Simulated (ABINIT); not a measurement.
# Quasiparticle gap of H3BrO (Cm) in ABINIT, part 3 of 3

Wanted: ground state, empty states, screening and self-energy for H3BrO (Cm).

ABINIT 10.8.3; PBEsol and many-body steps on it, plane waves. Known limits of the many-body steps: not at the basis limit; screening head approximate; coarse k mesh.

So far. Step 3 (Bands along the symmetry lines): The gap is 4.247 eV, as in the run before at this level. Step 4 (Empty states on the mesh, 2×2×2 mesh, 92 bands): On this mesh the gap is 4.247 eV.

**5. Screening, 2×2×2 mesh, 84 bands, screening to 98 eV**

The RPA dielectric matrix is built and inverted for each q.

This step: RPA screening on PBEsol with spin-orbit coupling, plane waves, norm-conserving pseudopotentials.

run.abi reads:

```
acell 3*1.0 Angstrom
rprim 
  3.486419000000 -2.476209000000 0.000000000000
  3.486419000000 2.476209000000 -0.000000000000
  -1.714341000000 -0.000000000000 4.084576000000
ntypat 3
znucl 1 35 8
natom 5
typat 1 1 1 2 3
xred 
  0.314472000000 0.314472000000 0.352441000000
  0.642675000000 0.307942000000 0.680036000000
  0.307942000000 0.642675000000 0.680036000000
  0.016087000000 0.016087000000 0.988660000000
  0.460242000000 0.460242000000 0.536286000000
pp_dirpath "pseudos"
pseudos "H.upf, Br.upf, O.upf"
ecut 36
nspinor 2
ngkpt 2 2 2
nshiftk 1
shiftk 0 0 0
kptopt 1
chksymbreak 0
istwfk *1
occopt 1
irdwfk 1
optdriver 3
nband 84
ecuteps 3.6
inclvkb 0
awtr 1
symchi 1
indata_prefix "in"
outdata_prefix "out"
tmpdata_prefix "tmp"
```

Command:

```sh
$ OMP_NUM_THREADS=1 mpirun -n 8 abinit run.abi > log
```

Numbers of over 12 decimals in the logs are rounded to 6 here.

Output:

```text
.Version 10.8.3 of ABINIT. v10.8.2 released Aug 2026.

 Symmetries : space group Cm (#  8); Bravais mC (1-face-center monocl.)
[... echo of the input left out ...]
== DATASET  1 ==================================================================
-   mpi_nproc: 8, omp_nthreads: 1 (-1 if OMP is not activated)

--- !DatasetInfo
iteration_state: {dtset: 1, }
dimensions: {natom: 5, nkpt: 6, mband: 84, nsppol: 1, nspinor: 2, nspden: 1, mpw: 4928, }
cutoff_energies: {ecut:  36.0, pawecutdg:  -1.0, }
electrons: {nelect:   1.60000000E+01, charge:   0.00000000E+00, occopt:   1.00000000E+00, tsmear:   1.00000000E-02, }

 SCREENING: Calculation of the susceptibility and dielectric matrices

 Based on a program developped by R.W. Godby, V. Olevano, G. Onida, and L. Reining.
 Incorporated in ABINIT by V. Olevano, G.-M. Rignanese, and M. Torrent.
.Using double precision arithmetic ; gwpc =  8

[... cell and pseudopotentials left out ...]
--------------------------------------------------------------------------------

 ==== K-mesh for the wavefunctions ====
 Number of points in the irreducible wedge :     6
[... list of points left out ...]
 Together with  2 symmetry operations and time-reversal symmetry
 yields     8 points in the full Brillouin Zone.

 ==== Q-mesh for the screening function ====
 Number of points in the irreducible wedge :     6
[... list of points left out ...]
 Together with  2 symmetry operations and time-reversal symmetry
 yields     8 points in the full Brillouin Zone.

 setmesh: FFT mesh size selected  =    27x   27x   27
          total number of points  =        19683

 vcoul_init : cutoff-mode = AUXILIARY_FUNCTION
 q-points for optical limit:   1
     1)      0.000010    0.000020    0.000030

- screening: taking advantage of time-reversal symmetry
- Maximum band index for partially occupied states nbvw = 16
- Remaining bands to be divided among processors   nbcw = 68
- Number of bands treated by each node ~8

 Number of electrons calculated from density =   16.0000; Expected =   16.0000
 average of density, n =  0.033619
 r_s =    1.9221
 omega_plasma =   17.6866 [eV]

 calculating chi0 at frequencies [eV] :
  1    0.000000E+00    0.000000E+00
  2    0.000000E+00    1.768664E+01

--------------------------------------------------------------------------------
  q-point number  1        q = ( 0.000000, 0.000000, 0.000000) [r.l.u.]
--------------------------------------------------------------------------------
[... chi0 elements left out ...]
 For q-point:  0.000010 0.000020 0.000030
  dielectric constant =   3.0567
  dielectric constant without local fields =   3.5182

  Average fulfillment of the sum rule on Im[epsilon] for q-point    1 :     51.90  [%]
[... wings left out ...]
  q-point number  2        q = ( 0.500000, 0.000000, 0.000000) [r.l.u.]
--------------------------------------------------------------------------------
[... chi0 elements left out ...]
  Average fulfillment of the sum rule on Im[epsilon] for q-point    2 :     64.76  [%]

 [... 4 further q-points ...]
```

Elapsed: 6.5 s, on 8 MPI ranks of Arm Neoverse V2, shared host; peak memory 1.4 GiB; 51 s of CPU time.

This step gave:

| Quantity | Value |
| --- | --- |
| ε∞ with local fields, on this mesh, along the program's q direction | 3.057 |
| the same without local fields | 3.518 |
| plasma frequency | 17.69 eV |
| plane waves in the screening matrix | 159 |

Local fields lower ε∞ by 13 %. On a Γ-centred mesh this coarse the value itself is usually too large, while a short band sum pulls it down.

**6. Self-energy, 2×2×2 mesh, 84 bands, screening to 98 eV**

The self-energy is evaluated for the states that the input lists, and the levels follow from it, in one-shot runs by the linearised quasiparticle equation.

This step: G0W0 on PBEsol with spin-orbit coupling, plane waves, norm-conserving pseudopotentials.

run.abi, as its differences from that of step 5:

```diff
@@ -27,8 +27,15 @@
 irdwfk 1
-optdriver 3
+optdriver 4
 nband 84
+gwcalctyp 0
+ecutsigx 36
+symsigma 0
+nkptgw 1
+kptgw 
+  0.0000000000 0.0000000000 0.0000000000
+bdgw 
+  13 20
 ecuteps 3.6
-inclvkb 0
-awtr 1
-symchi 1
+irdscr 1
+ppmodel 1
 indata_prefix "in"
```

Output:

```text
.Version 10.8.3 of ABINIT. v10.8.2 released Aug 2026.

 Symmetries : space group Cm (#  8); Bravais mC (1-face-center monocl.)
[... echo of the input left out ...]
== DATASET  1 ==================================================================
-   mpi_nproc: 8, omp_nthreads: 1 (-1 if OMP is not activated)

--- !DatasetInfo
iteration_state: {dtset: 1, }
dimensions: {natom: 5, nkpt: 6, mband: 84, nsppol: 1, nspinor: 2, nspden: 1, mpw: 4928, }
cutoff_energies: {ecut:  36.0, pawecutdg:  -1.0, }
electrons: {nelect:   1.60000000E+01, charge:   0.00000000E+00, occopt:   1.00000000E+00, tsmear:   1.00000000E-02, }

 SIGMA: Calculation of the GW corrections

 Based on a program developped by R.W. Godby, V. Olevano, G. Onida, and L. Reining.
 Incorporated in ABINIT by V. Olevano, G.-M. Rignanese, and M. Torrent.
.Using double precision arithmetic ; gwpc =  8

[... cell and pseudopotentials left out ...]
--------------------------------------------------------------------------------

 ==== K-mesh for the wavefunctions ====
 Number of points in the irreducible wedge :     6
[... list of points left out ...]
 Together with  2 symmetry operations and time-reversal symmetry
 yields     8 points in the full Brillouin Zone.

 ==== Q-mesh for screening function ====
 Number of points in the irreducible wedge :     6
[... list of points left out ...]
 Together with  2 symmetry operations and time-reversal symmetry
 yields     8 points in the full Brillouin Zone.

 vcoul_init : cutoff-mode = AUXILIARY_FUNCTION
 q-points for optical limit:   1
     1)      0.000010    0.000020    0.000030
 setmesh: FFT mesh size selected  =    45x   45x   45
          total number of points  =        91125

 Number of electrons calculated from density =   16.0000; Expected =   16.0000
 average of density, n =  0.033619
 r_s =    1.9221
 omega_plasma =   17.6866 [eV]

 === KS Band Gaps ===
  >>>> For spin  1
   Minimum direct gap =   4.2474 [eV], located at k-point      :   0.0000  0.0000  0.0000
   Fundamental gap    =   4.2474 [eV], Top of valence bands at :   0.0000  0.0000  0.0000
                                       Bottom of conduction at :   0.0000  0.0000  0.0000
 SIGMA fundamental parameters:
 PLASMON POLE MODEL  1
 number of plane-waves for SigmaX                 4873
 number of plane-waves for SigmaC and W            159
 number of plane-waves for wavefunctions          4873
 number of bands                                    84
 number of independent spin polarizations            1
 number of spinorial components                      2
 number of k-points in IBZ                           6
 number of q-points in IBZ                           6
 number of symmetry operations                       2
 number of k-points in BZ                            8
 number of q-points in BZ                            8
 number of frequencies for dSigma/dE                 9
 frequency step for dSigma/dE [eV]                0.25
 number of omega for Sigma on real axis              0
 max omega for Sigma on real axis  [eV]           0.00
 zcut for avoiding poles [eV]                     0.10

 EPSILON^-1 parameters (SCR file):
 dimension of the eps^-1 matrix on file            159
 dimension of the eps^-1 matrix used               159
 number of plane-waves for wavefunctions          4873
 number of bands                                    84
 number of q-points in IBZ                           6
 number of frequencies                               2
 number of real frequencies                          1
 number of imag frequencies                          1

 matrix elements of self-energy operator (all in [eV])

 Perturbative Calculation

--- !SelfEnergy_ee
iteration_state: {dtset: 1, }
kpoint     : [   0.000,    0.000,    0.000, ]
spin       : 1
KS_gap     :    4.247
QP_gap     :    6.391
Delta_QP_KS:    2.144
data: !SigmaeeData |
     Band     E0 <VxcDFT>   SigX SigC(E0)      Z dSigC/dE  Sig(E)    E-E0       E
       13  -1.894 -13.251 -16.690   2.346   0.822  -0.216 -14.150  -0.899  -2.793
       14  -1.894 -13.251 -16.690   2.346   0.822  -0.216 -14.150  -0.899  -2.793
       15  -1.443 -12.898 -16.505   2.403   0.822  -0.217 -13.888  -0.990  -2.434
       16  -1.443 -12.898 -16.505   2.403   0.822  -0.217 -13.888  -0.990  -2.434
       17   2.804  -8.356  -4.215  -2.791   0.855  -0.170  -7.203   1.153   3.957
       18   2.804  -8.356  -4.215  -2.791   0.855  -0.170  -7.203   1.153   3.957
       19   6.679  -6.849  -2.663  -2.806   0.860  -0.163  -5.662   1.186   7.866
       20   6.679  -6.849  -2.663  -2.806   0.860  -0.163  -5.662   1.186   7.866

== END DATASET(S) ==============================================================
================================================================================

 -outvars: echo values of variables after computation  --------
           etotal      0.0000000000E+00
            nband          84
             nkpt           6
          spgroup           8
 [... the other variables as echoed above ...]

 Calculation completed.
```

Elapsed: 4.6 s, on 8 MPI ranks; peak memory 0.95 GiB.

This step gave:

```
G0W0 gap on the points computed              : 6.391 eV
starting gap on the mesh                     : 4.247 eV
k of the valence top                         : 0, 0, 0
k of the conduction bottom                   : 0, 0, 0
Z at the valence top                         : 0.822
Z at the conduction bottom                   : 0.855
least direct G0W0 gap on the computed points : 6.391 eV
```

The gap on the mesh goes from 4.25 eV to 6.39 eV, a correction of +2.14 eV.

Limits: finite bands, cutoff and mesh; screening head approximate; coarse k mesh. v1 is the top filled band, c1 the lowest empty one. Levels before and after the correction, in eV, zero at the valence-band top of each column:

```
           conduction bottom  valence top
Kohn-Sham               4.25         0.00
     G0W0               6.39         0.00
```

```
             level  energy (eV)
Kohn-Sham  Γ v4-v3       -0.450
Kohn-Sham  Γ v2-v1        0.000
Kohn-Sham  Γ c1-c2        4.247
Kohn-Sham  Γ c3-c4        8.123
     G0W0  Γ v4-v3       -0.359
     G0W0  Γ v2-v1        0.000
     G0W0  Γ c1-c2        6.391
     G0W0  Γ c3-c4       10.300
```

**7. Where the time went**

Times are wall times on 8 MPI ranks of Arm Neoverse V2, shared host, good to a factor of about two.

```
                          step   time  share  memory (GiB)
                  ground state   48 s   40 %          0.75
bands along the symmetry lines   30 s   25 %          0.75
      empty states on the mesh   32 s   26 %          0.68
                     screening  6.5 s    5 %           1.4
                   self-energy  4.6 s    4 %          0.95
```

**8. Results**

```yaml
pbesol_gap: 4.25 eV, direct
g0w0_gap_on_the_mesh: 6.39 eV
gw_settings: 2×2×2 mesh, 84 bands, screening to 98 eV, Godby-Needs plasmon pole
known_limits: not at the basis limit; screening head approximate; coarse k mesh
```

In words: G0W0 moves the gap on the mesh from 4.25 eV to 6.39 eV (+2.14 eV), with Z of 0.82 and 0.85 at the edges. Local fields lower the RPA ε∞ on this mesh from 3.52 to 3.06; a Γ-centred mesh this coarse tends to raise both, most where the direct gap is narrow, while a short band sum lowers them. Only 1 of the mesh's irreducible points was corrected, so a valley elsewhere could overtake. The dearest step here is «ground state». Bands and cutoff are finite, so the gap is not at the basis limit. The miss can reach some tenths of an eV and take either sign; the mesh is an error of its own. In the G0W0 run levels were corrected at 1 k point alone, so a gap called «on the mesh» is the least over those, and an edge elsewhere would be missed. The 2×2×2 mesh is coarse for this cell, which bears on the long-range parts of exchange and screening. The long-wavelength limit of the screening leaves out the non-local commutator, which shifts ε∞.

[Paths, hosts, dates, memory and timing lines, banners, echoed tables and standing remarks are left out of the program output.]

[Logs are printed without paths, hosts, clocks, repeated set-up lines and the standing remarks that a program may print on its own settings, such as how far it seeks lower states.]

[Runs of the session that timed out or met a known fault of the program may be left out.]

[Hosts, paths, dates, database ids (printed as entryN), source tags and the programs' standing remarks are cut or masked in the printed files.]

[G0W0 gaps are taken among the corrected bands and points alone; a level outside them can change the order at an edge.]

[Where Ansatz stands beside ABINIT at settings called matched, ABINIT's density can come from a denser mesh and the files from another edition; pairs whose starting gaps differed by over 0.03 eV were left out, so agreement reads better than it is.]
